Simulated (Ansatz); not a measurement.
# From PBE to G0W0: Bi2Te2Pb2S3 (P-3m1), part 3 of 3

Wanted: the gap of Bi2Te2Pb2S3 (P-3m1) with a many-body correction, and the time that it takes.

Ansatz 0.2.0; PBE, then G0W0 on it, plane waves, PAW. Known limits of the many-body steps: finite bands, screening cutoff and k mesh; no spin-orbit coupling in G0W0; band order with spin-orbit coupling not checked; large ε∞ on the G0W0 mesh; screening cutoff under 40 eV in some runs.

So far. Step 2 (Bands along the symmetry lines): Over mesh and path the gap is 0.381 eV, direct, at k = Γ. Step 3 (One-shot GW): Over 11 of 14 irreducible mesh points the G0W0 gap is 0.628 eV, direct, at k = Γ. The PBE gap of this run on the mesh is 0.381 eV. The two states that bound the G0W0 gap lie that far apart at the start, so the correction of the gap is 0.628 − 0.381 = +0.247 eV. The program marks 17 of the 66 corrected levels as in doubt (Σc rises), among them the valence top.

In doubt: the program warns that the response may not be converged on this k-mesh (in some of the runs), which bears on dielectric and field responses; masses and optical values from hybrid runs of this build are listed as unsure (in some of the runs), which bears on the screening that GW takes from such a start.

### Step 4. Spin-orbit coupling

This run has two-component orbitals with spin-orbit coupling.

This step: DFT, PBE with spin-orbit coupling, plane waves, PAW.

The input, input.yaml:

```yaml
crystal:
  lattice:
    - [4.25788, 0.0, 0.0]
    - [-2.12894, 3.6874322463, 0.0]
    - [0.0, 0.0, 16.9431]
  atoms:
    - { symbol: Bi, position: [0.0, 0.0, 0.19477] }
    - { symbol: Bi, position: [0.0, 0.0, 0.80523] }
    - { symbol: Te, position: [0.3333333333, 0.6666666667, 0.9106] }
    - { symbol: Te, position: [0.6666666667, 0.3333333333, 0.0894] }
    - { symbol: Pb, position: [0.3333333333, 0.6666666667, 0.60123] }
    - { symbol: Pb, position: [0.6666666667, 0.3333333333, 0.39877] }
    - { symbol: S, position: [0.3333333333, 0.6666666667, 0.29817] }
    - { symbol: S, position: [0.6666666667, 0.3333333333, 0.70183] }
    - { symbol: S, position: [0.0, 0.0, 0.5] }
kpoints:
  mp_grid: { grid: [6, 6, 2] }
  band_path:
    path:
      - [0.0, 0.0, 0.0]
      - [0.5, 0.0, 0.0]
      - [0.33333333, 0.33333333, 0.0]
      - [0.0, 0.0, 0.5]
      - [0.5, 0.0, 0.5]
      - [0.33333333, 0.33333333, 0.5]
    npoints: 1
hamiltonian:
  xc: pbe
scf:
  occupations: { method: fermi_dirac, width: 0.02 }
  n_extra_bands: 14
magnetization:
  noncollinear: true
  spin_orbit: true
output:
  eigenvalues: true
```

Launch:

```
> ansatz run input.yaml --threads 3 --pin off --max-ram 64512MiB --backend cuda --events-out ev --progress --plain --runs-dir out --devices 1 --max-vram 24GiB  # rebuilt from the run's record
```

Numbers of over 12 decimals in the logs are rounded to 6 here.

Output:

```text
[...]
GPUs: using 1 of 1 available (devices: 1).
[...]
non-collinear run that drives no moment, with spin-orbit: no starting moment large enough to seed its density (crystal.atoms[].spin), no starting occupations that ask for one, no magnetisation constraint and no magnetic field, so the semilocal B_xc is pinned to zero
[...]
GPU FFT provider: cuFFT
GPU libraries: cuBLAS 13.8.2, cuFFT 12.4.0, cuSOLVER 12.3.4
Crystal: 9 atoms, lattice volume = 266.018 Å³
Basis set: ecut = 420 eV, 5175 PW (Γ)
Bands: 122, of which v1, the nominal top of the filled ones, is band 108 counted from 1 (107 counted from 0)
Symmetry: 12 space group operations + 12 with time reversal
[...]
k-points: 14 of 72
Projection manifold: j_resolved (fully-relativistic pseudo-atomic orbitals)
[...]
GPU buffer pool allocated for 108000 grid points (all kernels)
[...]
SCF iter   1: F=—  HF=-65442.315612 eV  |F-HF|=—  |Δ(HF+E_count)|=         —  Δρ=2.34e-2  dr2=4.42e0  dr2_m=0.00e0 (ungated)  ethr=3.10e-3  |M|=0.00e0 ∫|m|=0.00e0 μB  |m|>n=0.0e0 m-floor=0.0e0 τ_xc=0.0e0  β_m=0.30  ⟨swp⟩=7.2  Hψ=4353  notcnv=0  defer=10
[...]
spin=Noncollinear: Kerker preconditioning applied to the charge; magnetization (m_x, m_y, m_z) channels mix plain (no charge-response kernel on spin).
[...]
SCF iter  10: F=-65441.386625 eV  HF=-65441.386625 eV  |F-HF|=5.67e-8  |Δ(HF+E_count)|=   7.14e-7  Δρ=4.75e-6  dr2=7.30e-8  dr2_m=0.00e0 (ungated)  ethr=9.26e-11  |M|=0.00e0 ∫|m|=0.00e0 μB  |m|>n=0.0e0 m-floor=0.0e0 τ_xc=0.0e0  ⟨swp⟩=9.8  Hψ=4302  notcnv=0
SCF 1 converged in 10 iterations: F = -65441.386625 eV  dr2 = 7.30e-8
[...]
SCF converged after 10 iterations
Magnetization: |M| = 0.0000 μB,  M = (+0.0000, +0.0000, +0.0000) μB
Absolute magnetization: 0.0000 μB (∫|m|)
  site 0: m = (+0.0000, +0.0000, +0.0000) μB, |m| = 0.0000 μB  (R = 1.25 Å)
  site 1: m = (+0.0000, +0.0000, +0.0000) μB, |m| = 0.0000 μB  (R = 1.25 Å)
  site 2: m = (+0.0000, +0.0000, +0.0000) μB, |m| = 0.0000 μB  (R = 1.25 Å)
  site 3: m = (+0.0000, +0.0000, +0.0000) μB, |m| = 0.0000 μB  (R = 1.25 Å)
  site 4: m = (+0.0000, +0.0000, +0.0000) μB, |m| = 0.0000 μB  (R = 1.23 Å)
  site 5: m = (+0.0000, +0.0000, +0.0000) μB, |m| = 0.0000 μB  (R = 1.23 Å)
  site 6: m = (+0.0000, +0.0000, +0.0000) μB, |m| = 0.0000 μB  (R = 1.23 Å)
  site 7: m = (+0.0000, +0.0000, +0.0000) μB, |m| = 0.0000 μB  (R = 1.23 Å)
  site 8: m = (+0.0000, +0.0000, +0.0000) μB, |m| = 0.0000 μB  (R = 1.24 Å)
Free energy (F): -65441.386625 eV
[...]
Internal energy: -65441.386611 eV  (E = F + TS)
E sigma→0 (E₀):  -65441.386618 eV
Entropy (-TS):   -0.000014 eV (-0.002 meV/atom)
Fermi energy:    8.251743 eV
[...]
--- Band table (eV; the first three rows and the last of 14) ---
  k-point 0: bands = [... 104 lower, 7.7648, 7.7648, 8.1229, 8.1229, 8.3798, 8.3798, 8.8144, 8.8144, ... 10 higher]
  k-point 1: bands = [... 104 lower, 7.7599, 7.7599, 8.0545, 8.0545, 8.5656, 8.5656, 8.5979, 8.5979, ... 10 higher]
  k-point 2: bands = [... 104 lower, 7.4187, 7.4187, 7.9950, 7.9950, 8.8811, 8.8811, 9.4178, 9.4178, ... 10 higher]
  k-point 13: bands = [... 104 lower, 7.1242, 7.1242, 7.1710, 7.1710, 9.6469, 9.6469, 10.1694, 10.1694, ... 10 higher]
```

It took 4.1 s on 1 × NVIDIA H100 80GB HBM3 (shared by 3 runs) with 3 threads of AMD EPYC 7R13 (Zen 3), shared host; peak memory 1.3 GiB.

Numbers from this step:

* gap: 0.2569 eV
* valence top at: Γ
* conduction bottom at: Γ
* least direct gap: 0.2569 eV

Over mesh and listed points the gap is 0.257 eV, direct, at k = Γ. PBE+SOC against PBE: 0.257 − 0.381 = −0.124 eV, with the same mesh, set of files (read in its fully relativistic form for the spin-orbit run) and cutoff, and both edges at the same k points. The spin-orbit run sees mesh and listed points alone, so its gap is an upper bound: the coupling can move an edge off these points, and the change over the zone, its sign included where it is small, is not known.

### Step 5. Side by side

Each gap is the least one over the points named; times are wall times on shared hosts, not benchmarks. A G0W0 time includes the run's own self-consistent start. Runs with listed points see these and the mesh alone, so an edge that moves elsewhere is missed. Rows marked * are further runs, not shown as steps, whose inputs differ from the G0W0 step on the same start in the columns given; solver thresholds can differ too. Rows marked ? have an edge level that the program doubts.

| level | mesh | files, cutoff | bands summed, screening | points | gap (eV) | valence top | conduction bottom | least direct gap (eV) | time |
| --- | --- | --- | --- | --- | --- | --- | --- | --- | --- |
| PBE | 6×6×2 | soft_2 PAW, 420 eV | - | mesh and path | 0.381 | Γ | Γ | 0.381 | 14 s |
| PBE+SOC | 6×6×2 | soft_2 PAW, 420 eV | - | mesh and listed points | 0.257 | Γ | Γ | 0.257 | 4.1 s |
| G0W0@PBE* | 6×6×2 | soft_2 PAW, 420 eV | 184, 36 eV | 11 of 14 irreducible mesh points | 0.430 | Γ | Γ | 0.430 | 13 s |
| G0W0@PBE* | 6×6×2 | soft_2 PAW, 420 eV | 423, 72 eV | 11 of 14 irreducible mesh points | 0.561 | Γ | Γ | 0.561 | 22 s |
| G0W0@PBE? | 6×6×2 | soft_2 PAW, 420 eV | 848, 120 eV | 11 of 14 irreducible mesh points | 0.628 | Γ | Γ | 0.628 | 2.4 min |
| G0W0@PBE* | 6×6×1 | soft_2 PAW, 420 eV | 423, 72 eV | 6 of 7 irreducible mesh points | 0.545 | Γ | Γ | 0.545 | 9.5 s |
| G0W0@PBE* | 6×6×2 | soft_2 PAW, 420 eV | 423, 72 eV, plasmon pole | 11 of 14 irreducible mesh points | 0.538 | Γ | Γ | 0.538 | 67 s |

### Step 6. Outcome

```
PBE gap over mesh and path                         : 0.381 eV, direct, at k = Γ
G0W0@PBE gap over 11 of 14 irreducible mesh points : 0.628 eV, direct, at k = Γ
PBE+SOC gap over mesh and listed points            : 0.257 eV
GW settings                                        : 6×6×2 mesh, 794 empty bands, screening to 120 eV
known limits                                       : finite bands, screening cutoff and k mesh; no spin-orbit coupling in G0W0; band order with spin-orbit coupling not checked; large ε∞ on the G0W0 mesh; screening cutoff under 40 eV in some runs
```

Over 11 of 14 irreducible mesh points the G0W0 gap is 0.628 eV, direct, at k = Γ. The PBE gap of this run on the mesh is 0.381 eV. The two states that bound the G0W0 gap lie that far apart at the start, so the correction of the gap is 0.628 − 0.381 = +0.247 eV. The valence state moves by 7.986 − 8.308 = −0.322 eV and the conduction state by 8.614 − 8.689 = −0.075 eV, on the run's own scale; with 184 bands the edge states move by +0.382 and +0.432 eV, so the split between the edges depends on the bands and cutoff. Both edges that PBE shows over mesh and path lie at k points where levels were corrected. Levels at other points were not corrected, so a lower G0W0 gap elsewhere in the zone is not ruled out. From 184 bands and 36 eV to 848 bands and 120 eV the gap moves by 0.628 − 0.430 = +0.198 eV (rung by rung 0.430, 0.561, 0.628 eV); bands and screening cutoff rise together, so their parts are not told apart. An edge row is in doubt in the run with 848 bands, so no limit is drawn and it is not known. With the 6×6×1 mesh in place of the 6×6×2 mesh and all else as in the G0W0@PBE row with 423 bands, the gap differs by 0.545 − 0.561 = −0.016 eV, and that of the start by 0.380 − 0.381 = −0.001 eV. With the plasmon pole model in place of the contour deformation model and all else as in the G0W0@PBE row with 423 bands, the gap differs by 0.538 − 0.561 = −0.023 eV. G0W0 on other starts in this series, not shown as steps and not all at these settings: 0.743 eV on HSE06 (6×6×2, soft_2 PAW, 423 bands, 72 eV) and 0.875 eV on PBE0 (6×6×2, soft_2 PAW, 423 bands, 72 eV). PBE+SOC against PBE: 0.257 − 0.381 = −0.124 eV, with the same mesh, set of files (read in its fully relativistic form for the spin-orbit run) and cutoff, and both edges at the same k points. The spin-orbit run sees mesh and listed points alone, so its gap is an upper bound: the coupling can move an edge off these points, and the change over the zone, its sign included where it is small, is not known. What spin-orbit coupling does to the G0W0 levels was not computed, so no sum with the G0W0 gap is formed. For the G0W0 step: the program marks 17 of the 66 corrected levels as in doubt (Σc rises), among them the valence top. The G0W0 runs are scalar-relativistic. With heavy atoms and a narrow start gap, spin-orbit coupling can change the order of the bands at the edges; the order was not checked, and the scalar-relativistic G0W0 gap may be a model value. The largest eigenvalue of the RPA ε∞ is large: 28 in G0W0@PBE (6×6×1, 423 bands). A perturbation-theory run of this series on PBE, not shown as a step (6×6×2 (response on 576 points) mesh, soft_2 PAW), gives 16.1 and 20.1 (stated error 0.3), so a mesh with so large a value overstates the long-range screening, which bears on the G0W0 gap by an amount not known here. G0W0@PBE runs of this series with other atomic data on the same mesh, not shown as steps, give 0.550 eV (hard PAW, 640 eV, 439 bands, screening to 72 eV; the table's row with the same empty bands and screening cutoff has 0.561 eV); where bands and cutoffs differ too, the part of the files is not isolated. A screening cutoff under 40 eV is crude: G0W0@PBE with 184 bands at 36 eV.

[Paths, hosts, dates, memory and timing lines, banners, echoed tables and standing remarks are left out of the program output.]

[Logs are printed without paths, hosts, clocks, repeated set-up lines and the standing remarks that a program may print on its own settings, such as how far it seeks lower states.]

[Runs of the session that timed out or met a known fault of the program may be left out.]

[Cells called generated may have been cut or substituted from an entry of the Crystallography Open Database or the Materials Project.]

[Hosts, paths, dates, database ids (printed as entryN), source tags and the programs' standing remarks are cut or masked in the printed files.]

[Where an RPA ε∞ is given, it is that of the G0W0 mesh and is not shown converged in it. Names of k-points follow the symmetry that the program found, which can be lower than the space group named. Band edges on a path are those of the sampled points; other points can move an edge, and change direct to indirect where valleys lie close.]

[Hybrid gaps are those of their k-mesh and are not shown converged in it.]
